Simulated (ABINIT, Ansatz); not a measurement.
## SnO (P6_3/mmc): zone-centre phonons

Wanted: the vibrations of SnO (P6_3/mmc) at Γ, by two programs.

Method: DFT LDA, scalar-relativistic, plane waves, PseudoDojo norm-conserving pseudopotentials, in ABINIT 10.8.3.

The structure was built from a prototype and need not be the compound's stable phase.

## 1. The structure

Symmetry: P6_3/mmc, No. 194, hexagonal system. Conventional cell: a = 3.429 Å, b = 3.429 Å, c = 5.487 Å, α = 90.00°, β = 90.00°, γ = 120.00°. Nearest to Sn lie 6 O at 2.41 Å. O has 6 Sn at 2.41 Å nearest. Farther neighbours and most contacts between anions are not listed.

Coordinates:

```
Sn O
1.0
     3.42947    0.00000    0.00000
    -1.71473    2.97001    0.00000
     0.00000    0.00000    5.48715
Sn O
2 2
Cartesian
  0.0000 0.0000 0.0000
  0.0000 0.0000 2.7436
  0.0000 1.9800 1.3718
  1.7147 0.9900 4.1154
```

## 2. A probe with smearing

A first run with smearing and empty bands tells whether the crystal has a gap, which decides between fixed occupations and smearing later on.

The input, probe.abi:

```
# ground state
tolvrs 1.0d-08
prtden 1
prtwf 1

# basis, mesh and filling
ecut 36.0
ngkpt 6 6 4
nshiftk 1
shiftk 0.0 0.0 0.0
istwfk *1
occopt 7
tsmear 0.005
nband 29
nstep 100
diemac 9.0
prtebands 0
prtgsr 0
useylm 1

# cell and atoms
acell 3*1.0 Angstrom
rprim 
    3.429471073 -2.8868e-06 0.0
    -1.714733036 2.970010514 0.0
    0.0 0.0 5.48715
ntypat 2
znucl 50 8
natom 4
typat 1 1 2 2
xred 
    0.0 0.0 0.0
    0.0 0.0 0.5
    1/3 2/3 0.25
    2/3 1/3 0.75
pp_dirpath "./pseudo"
pseudos "Sn.upf, O.upf"
```

Launch:

```console
$ OMP_NUM_THREADS=1 mpirun -n 8 abinit probe.abi > probe.log
```

Numbers of over 12 decimals in the logs are rounded to 6 here.

probe.abo, the main output file:

```text
[banners, grids, parts of the stress and lines that vanish by symmetry left out]
- input  file    -> probe.abi
- output file    -> probe.abo
- root for input  files -> probei
[...]
Symmetries : space group P6_3/m m c (#194); Bravais hP (primitive hexag.)
[...]
mpw =        3935          nfft =       77760          nkpt =          21
[...]
== DATASET  1 ==================================================================
[...]
cutoff_energies: {ecut:  36.0, pawecutdg:  -1.0, }
[...]
ETOT  1  -189.72061989450    -1.897E+02 1.311E-01 9.812E+02
 ETOT  2  -189.17583494042     5.448E-01 6.324E-03 2.869E+03
 ETOT  3  -190.09215465640    -9.163E-01 8.304E-03 3.567E+01
 ETOT  4  -190.10246684203    -1.031E-02 2.392E-03 7.127E-01
 ETOT  5  -190.10257993272    -1.131E-04 6.319E-04 3.435E-01
[...]
ETOT  9  -190.10267984735    -4.791E-10 1.100E-04 1.223E-07
 ETOT 10  -190.10267984737    -2.069E-11 1.432E-04 1.508E-10
 At SCF step   10       vres2   =  1.51E-10 < tolvrs=  1.00E-08 =>converged.
[...]
sigma(1 1)= -5.08067642E-04  sigma(3 2)=  0.00000000E+00
  sigma(2 2)= -5.08067640E-04  sigma(3 1)=  0.00000000E+00
  sigma(3 3)= -1.00316098E-03  sigma(2 1)= -3.28179681E-12
[...]
convergence: {deltae: -2.069E-11, res2:  1.508E-10, residm:  1.432E-04, diffor: null, }
etotal    :  -1.90102680E+02
[...]
sigma(1 1)= -5.08067642E-04  sigma(3 2)=  0.00000000E+00
  sigma(2 2)= -5.08067640E-04  sigma(3 1)=  0.00000000E+00
  sigma(3 3)= -1.00316098E-03  sigma(2 1)= -3.28179681E-12
[...]
- sigma(1 1)= -1.49478661E+01  sigma(3 2)=  0.00000000E+00
- sigma(2 2)= -1.49478660E+01  sigma(3 1)=  0.00000000E+00
- sigma(3 3)= -2.95140151E+01  sigma(2 1)= -9.65537956E-08
[...]
fcart      1.6619322926E-28  9.5951519101E-29 -0.0000000000E+00
           strten     -5.0806764202E-04 -5.0806763970E-04 -1.0031609849E-03
================================================================================

[key lines of the parts left out:]
pressure_GPa:   1.9803E+01
```

The job ended after 15 s (8 MPI ranks of Arm Neoverse V1, shared host; 2 min of CPU time).

This step gave:

```yaml
volume_per_atom: 13.97 Å³
pressure: 19.80 GPa
gap_on_the_k_mesh: 0 eV
```

No gap opens on this mesh, so smearing is kept; the printed pressure holds the stress of the finite basis too.

## 3. Rough relaxation

The typed start is rough, so a first relaxation with smearing and loose thresholds takes it towards rest cheaply.

The input, prerelax.abi:

```
# relaxation
ionmov 2
optcell 2
dilatmx 1.15
chkdilatmx 0
ntime 40
tolmxf 3.0d-04
tolvrs 1.0d-10
prtwf 0
prtden 0
chksymtnons 0

# basis, mesh and filling
ecut 36.0
ecutsm 3.0
ngkpt 6 6 4
nshiftk 1
shiftk 0.0 0.0 0.0
istwfk *1
occopt 7
tsmear 0.005
nband 29
nstep 100
diemac 1000000.0
prtebands 0
prtgsr 0
useylm 1

# cell and atoms
acell 3*1.0 Angstrom
rprim 
    3.429471073 -2.8868e-06 0.0
    -1.714733036 2.970010514 0.0
    0.0 0.0 5.48715
ntypat 2
znucl 50 8
natom 4
typat 1 1 2 2
xred 
    0.0 0.0 0.0
    0.0 0.0 0.5
    1/3 2/3 0.25
    2/3 1/3 0.75
pp_dirpath "./pseudo"
pseudos "Sn.upf, O.upf"
```

Launch:

```console
$ OMP_NUM_THREADS=1 mpirun -n 8 abinit prerelax.abi > prerelax.log
```

prerelax.abo, the main output file:

```text
[banners, grids, parts of the stress and lines that vanish by symmetry left out]
- input  file    -> prerelax.abi
- output file    -> prerelax.abo
- root for input  files -> prerelaxi
[...]
Symmetries : space group P6_3/m m c (#194); Bravais hP (primitive hexag.)
[...]
mpw =        5946          nfft =      145800          nkpt =          21
[...]
== DATASET  1 ==================================================================
[...]
cutoff_energies: {ecut:  36.0, pawecutdg:  -1.0, }
[...]
ETOT  1  -189.71681332332    -1.897E+02 1.236E-01 1.833E+03
 ETOT  2  -189.31924135500     3.976E-01 3.704E-02 4.467E+03
 ETOT  3  -190.09219732806    -7.730E-01 7.025E-03 6.408E+01
 ETOT  4  -190.10168014965    -9.483E-03 3.882E-04 1.695E+00
 ETOT  5  -190.10182966769    -1.495E-04 1.403E-04 6.814E-01
[...]
At SCF step   10       vres2   =  4.31E-11 < tolvrs=  1.00E-10 =>converged.
[...]
ETOT  8  -190.12643436707    -1.535E-12 1.044E-06 2.685E-11
 At SCF step    8       vres2   =  2.69E-11 < tolvrs=  1.00E-10 =>converged.
[...]
sigma(1 1)= -7.29161085E-07  sigma(3 2)=  0.00000000E+00
  sigma(2 2)= -7.29159115E-07  sigma(3 1)=  0.00000000E+00
  sigma(3 3)=  7.11187328E-08  sigma(2 1)= -2.78587836E-12
[...]
convergence: {deltae: -1.535E-12, res2:  2.685E-11, residm:  1.044E-06, diffor: null, }
etotal    :  -1.90126434E+02
[...]
At Broyd/MD step  11, gradients are converged :
[...]
sigma(1 1)= -7.29161085E-07  sigma(3 2)=  0.00000000E+00
  sigma(2 2)= -7.29159115E-07  sigma(3 1)=  0.00000000E+00
  sigma(3 3)=  7.11187328E-08  sigma(2 1)= -2.78587836E-12
[...]
- sigma(1 1)= -2.14526598E-02  sigma(3 2)=  0.00000000E+00
- sigma(2 2)= -2.14526018E-02  sigma(3 1)=  0.00000000E+00
- sigma(3 3)=  2.09238536E-03  sigma(2 1)= -8.19633712E-08
[...]
fcart      6.0047306011E-28  1.1390998908E-27 -4.0627870025E-33
           strten     -7.2916108524E-07 -7.2915911535E-07  7.1118732792E-08
================================================================================

[key lines of the parts left out:]
pressure_GPa:   1.3604E-02
Total energy (etotal) [Ha]= -1.90126434367069E+02
```

Run time: 4.2 min. Hardware: 8 MPI ranks; 34 min of CPU time.

Relaxation path:

```
step  energy less that of the first step (eV)  largest force (eV/Å)  volume (Å³)
   1                                   0.0000                0.0000        55.89
   2                                  -0.3689                0.0000        59.46
   3                                  -0.5293                0.0000        63.25
   4                                  -0.5483                0.0000        64.09
   5                                  -0.5716                0.0000        64.62
   6                                  -0.6155                0.0000        64.67
   7                                  -0.6428                0.0000        63.59
   8                                  -0.6591                0.0000        62.80
   9                                  -0.6660                0.0000        61.62
  10                                  -0.6667                0.0000        61.37
  11                                  -0.6667                0.0000        61.38
```

```
     cell as run  before  after   change
           a (Å)   3.429  3.322   -3.1 %
           b (Å)   3.429  3.322   -3.1 %
           c (Å)   5.487  6.422  +17.0 %
volume (Å³/atom)   13.97  15.34   +9.8 %
```

Final coordinates:

```xyz
4
Lattice="3.3221 0.0000 0.0000 -1.6611 2.8770 0.0000 0.0000 0.0000 6.4218" Properties=species:S:1:pos:R:3 pbc="T T T"
Sn    0.0000    0.0000    0.0000
Sn    0.0000    0.0000    3.2109
O     0.0000    1.9180    1.6055
O     1.6611    0.9590    4.8164
```

This step gave:

```yaml
volume_per_atom: 15.34 Å³
pressure: 0.01360 GPa
```

The volume changes by +9.8 % in this run and stands +9.8 % from the first cell.

## 4. Relaxing the cell and atoms

The harmonic expansion needs vanishing forces, and a free crystal bears no stress, so cell and atoms are brought to rest. Stress is more sensitive to the basis than forces are: the last 3 Ha under the cutoff are smoothed with ecutsm, and the cutoff is raised above that of the later runs.

The input, relax.abi:

```
# relaxation
ionmov 2
optcell 2
dilatmx 1.08
ntime 40
tolmxf 1.0d-05
tolvrs 1.0d-14
prtwf 0
prtden 0
chksymtnons 0

# basis, mesh and filling
ecut 44.0
ecutsm 3.0
ngkpt 12 12 6
nshiftk 1
shiftk 0.0 0.0 0.0
istwfk *1
occopt 3
tsmear 0.01
nband 29
nstep 100
diemac 1000000.0
prtebands 0
prtgsr 0
useylm 1

# cell and atoms
acell 3*1.0 Angstrom
rprim 
    3.322121179 -2.7967e-06 0.0
    -1.661058167 2.877042734 0.0
    0.0 0.0 6.421811144
ntypat 2
znucl 50 8
natom 4
typat 1 1 2 2
xred 
    0.0 0.0 0.0
    0.0 0.0 0.5
    1/3 2/3 0.25
    2/3 1/3 0.75
pp_dirpath "./pseudo"
pseudos "Sn.upf, O.upf"
```

Launch:

```console
$ OMP_NUM_THREADS=1 mpirun -n 8 abinit relax.abi > relax.log
```

relax.abo, the main output file:

```text
[banners, grids, parts of the stress and lines that vanish by symmetry left out]
- input  file    -> relax.abi
- output file    -> relax.abo
- root for input  files -> relaxi
[...]
Symmetries : space group P6_3/m m c (#194); Bravais hP (primitive hexag.)
[...]
mpw =        7320          nfft =      162000          nkpt =          76
[...]
== DATASET  1 ==================================================================
[...]
cutoff_energies: {ecut:  44.0, pawecutdg:  -1.0, }
[...]
ETOT  1  -189.67431065069    -1.897E+02 1.571E-01 2.347E+03
 ETOT  2  -188.98966493780     6.846E-01 1.119E-02 7.016E+03
 ETOT  3  -190.11422077772    -1.125E+00 8.826E-03 1.178E+02
 ETOT  4  -190.12978912841    -1.557E-02 3.903E-03 3.136E+00
 ETOT  5  -190.12990065162    -1.115E-04 7.576E-04 2.141E+00
[...]
At SCF step   13       vres2   =  7.50E-16 < tolvrs=  1.00E-14 =>converged.
[...]
sigma(1 1)= -2.83716875E-06  sigma(3 2)=  0.00000000E+00
  sigma(2 2)= -2.83717109E-06  sigma(3 1)=  0.00000000E+00
  sigma(3 3)= -4.29206934E-06  sigma(2 1)= -3.05700704E-12
[...]
convergence: {deltae:  5.343E-12, res2:  7.495E-16, residm:  6.800E-05, diffor: null, }
etotal    :  -1.90130143E+02
[...]
ETOT  1  -190.13014151718    -1.901E+02 4.185E-05 1.615E-02
[...]
At SCF step    9       vres2   =  7.37E-15 < tolvrs=  1.00E-14 =>converged.
[...]
sigma(1 1)= -1.86280090E-06  sigma(3 2)=  0.00000000E+00
  sigma(2 2)= -1.86280323E-06  sigma(3 1)=  0.00000000E+00
  sigma(3 3)= -2.55758194E-06  sigma(2 1)= -3.05534377E-12
[...]
convergence: {deltae: -4.491E-12, res2:  7.370E-15, residm:  6.914E-06, diffor: null, }
etotal    :  -1.90130144E+02
[...]
ETOT  1  -190.13013806073    -1.901E+02 4.731E-06 4.539E-02
[...]
At SCF step   10       vres2   =  1.20E-16 < tolvrs=  1.00E-14 =>converged.
[...]
sigma(1 1)= -2.32281300E-07  sigma(3 2)=  0.00000000E+00
  sigma(2 2)= -2.32283629E-07  sigma(3 1)=  0.00000000E+00
  sigma(3 3)=  3.01361733E-07  sigma(2 1)= -3.05253839E-12
[...]
convergence: {deltae: -3.865E-12, res2:  1.197E-16, residm:  9.477E-07, diffor: null, }
etotal    :  -1.90130144E+02
[...]
ETOT  1  -190.13014377344    -1.901E+02 6.661E-07 1.870E-05
[...]
At SCF step    8       vres2   =  2.02E-15 < tolvrs=  1.00E-14 =>converged.
[...]
sigma(1 1)= -2.07825986E-07  sigma(3 2)=  0.00000000E+00
  sigma(2 2)= -2.07828315E-07  sigma(3 1)=  0.00000000E+00
  sigma(3 3)=  3.02601435E-07  sigma(2 1)= -3.05248526E-12
[...]
convergence: {deltae:  2.075E-12, res2:  2.018E-15, residm:  6.521E-07, diffor: null, }
etotal    :  -1.90130144E+02
[...]
ETOT  1  -190.13014351748    -1.901E+02 6.974E-02 3.002E-03
[...]
ETOT  8  -190.13014379331    -1.819E-12 1.065E-06 3.140E-13
 ETOT  9  -190.13014379331    -4.064E-12 1.886E-06 2.772E-15
 At SCF step    9       vres2   =  2.77E-15 < tolvrs=  1.00E-14 =>converged.
[...]
sigma(1 1)=  1.62951004E-08  sigma(3 2)=  0.00000000E+00
  sigma(2 2)=  1.62927719E-08  sigma(3 1)=  0.00000000E+00
  sigma(3 3)=  4.01356143E-08  sigma(2 1)= -3.05186835E-12
[...]
convergence: {deltae: -4.064E-12, res2:  2.772E-15, residm:  1.886E-06, diffor: null, }
etotal    :  -1.90130144E+02
[...]
At Broyd/MD step   5, gradients are converged :
[...]
sigma(1 1)=  1.62951004E-08  sigma(3 2)=  0.00000000E+00
  sigma(2 2)=  1.62927719E-08  sigma(3 1)=  0.00000000E+00
  sigma(3 3)=  4.01356143E-08  sigma(2 1)= -3.05186835E-12
[...]
- sigma(1 1)=  4.79418406E-04  sigma(3 2)=  0.00000000E+00
- sigma(2 2)=  4.79349900E-04  sigma(3 1)=  0.00000000E+00
- sigma(3 3)=  1.18083054E-03  sigma(2 1)= -8.97890669E-08
[...]
fcart      3.0870251333E-27  1.9803014462E-28 -0.0000000000E+00
           strten      1.6295100422E-08  1.6292771927E-08  4.0135614342E-08
================================================================================

[key lines of the parts left out:]
pressure_GPa:  -7.1320E-04
Total energy (etotal) [Ha]= -1.90130143793310E+02
```

Elapsed: 7.4 min, on 8 MPI ranks.

Little changed from the start: no atom moved by 0.005 Å and no cell edge by 0.1 %.

This step gave:

```
volume per atom : 15.36 Å³
pressure        : -7.13e-4 GPa
```

The volume changes by +0.1 % in this run and stands +9.9 % from the first cell.

## 5. Self-consistent run for the response

First-order wavefunctions inherit every error of the ground state, hence the very tight tolvrs. Smearing stays on, as the first look found no gap above 0.3 eV.

The input, gs.abi:

```
# ground state
tolvrs 1.0d-16
prtden 1
prtwf 1

# basis, mesh and filling
ecut 36.0
ngkpt 12 12 6
nshiftk 1
shiftk 0.0 0.0 0.0
istwfk *1
occopt 3
tsmear 0.01
nband 29
nstep 100
diemac 1000000.0
prtebands 0
prtgsr 0
useylm 1

# cell and atoms
acell 3*1.0 Angstrom
rprim 
    3.323323534 -2.798e-06 0.0
    -1.661659344 2.878084005 0.0
    0.0 0.0 6.423068571
ntypat 2
znucl 50 8
natom 4
typat 1 1 2 2
xred 
    0.0 0.0 0.0
    0.0 0.0 0.5
    1/3 2/3 0.25
    2/3 1/3 0.75
pp_dirpath "./pseudo"
pseudos "Sn.upf, O.upf"
```

Launch:

```console
$ OMP_NUM_THREADS=1 mpirun -n 8 abinit gs.abi > gs.log
```

gs.abo, the main output file:

```text
[banners, grids, parts of the stress and lines that vanish by symmetry left out]
- input  file    -> gs.abi
- output file    -> gs.abo
- root for input  files -> gsi
[...]
Symmetries : space group P6_3/m m c (#194); Bravais hP (primitive hexag.)
[...]
mpw =        4323          nfft =       93312          nkpt =          76
[...]
== DATASET  1 ==================================================================
[...]
cutoff_energies: {ecut:  36.0, pawecutdg:  -1.0, }
[...]
ETOT  1  -189.69889662988    -1.897E+02 1.273E-01 1.338E+03
 ETOT  2  -189.02006644426     6.788E-01 3.282E-02 3.939E+03
 ETOT  3  -190.11268831476    -1.093E+00 8.156E-03 6.976E+01
 ETOT  4  -190.12930222361    -1.661E-02 3.758E-03 4.087E-01
 ETOT  5  -190.12915806669     1.442E-04 8.423E-04 1.172E+00
[...]
ETOT 12  -190.12942646762     3.098E-12 1.345E-04 1.119E-13
 ETOT 13  -190.12942646763    -2.842E-12 6.424E-05 5.645E-17
 At SCF step   13       vres2   =  5.64E-17 < tolvrs=  1.00E-16 =>converged.
[...]
sigma(1 1)=  2.15033512E-05  sigma(3 2)=  0.00000000E+00
  sigma(2 2)=  2.15033442E-05  sigma(3 1)=  0.00000000E+00
  sigma(3 3)=  2.13673825E-05  sigma(2 1)=  8.72727741E-13
[...]
convergence: {deltae: -2.842E-12, res2:  5.645E-17, residm:  6.424E-05, diffor: null, }
etotal    :  -1.90129426E+02
[...]
sigma(1 1)=  2.15033512E-05  sigma(3 2)=  0.00000000E+00
  sigma(2 2)=  2.15033442E-05  sigma(3 1)=  0.00000000E+00
  sigma(3 3)=  2.13673825E-05  sigma(2 1)=  8.72727741E-13
[...]
- sigma(1 1)=  6.32650435E-01  sigma(3 2)=  0.00000000E+00
- sigma(2 2)=  6.32650228E-01  sigma(3 1)=  0.00000000E+00
- sigma(3 3)=  6.28650096E-01  sigma(2 1)=  2.56765366E-08
[...]
fcart      3.4300360749E-28  9.9016343009E-28 -0.0000000000E+00
           strten      2.1503351221E-05  2.1503344177E-05  2.1367382471E-05
================================================================================

[key lines of the parts left out:]
pressure_GPa:  -6.3132E-01
```

The job ended after 62 s (8 MPI ranks; 8.2 min of CPU time).

This step gave:

| Item | Value |
| --- | --- |
| pressure | -0.6313 GPa |

The cell stands at -0.63 GPa: the relaxation ran with a smoothed and higher cutoff, and the difference is a stress of the finite basis.

(Continued in part 2 of 3.)

[Host names and launcher messages were left out of these logs when they were recorded.]

[Logs are printed without paths, hosts, clocks, repeated set-up lines and the standing remarks that a program may print on its own settings, such as how far it seeks lower states.]

[Hosts, paths, dates, database ids (printed as entryN), source tags and the programs' standing remarks are cut or masked in the printed files.]
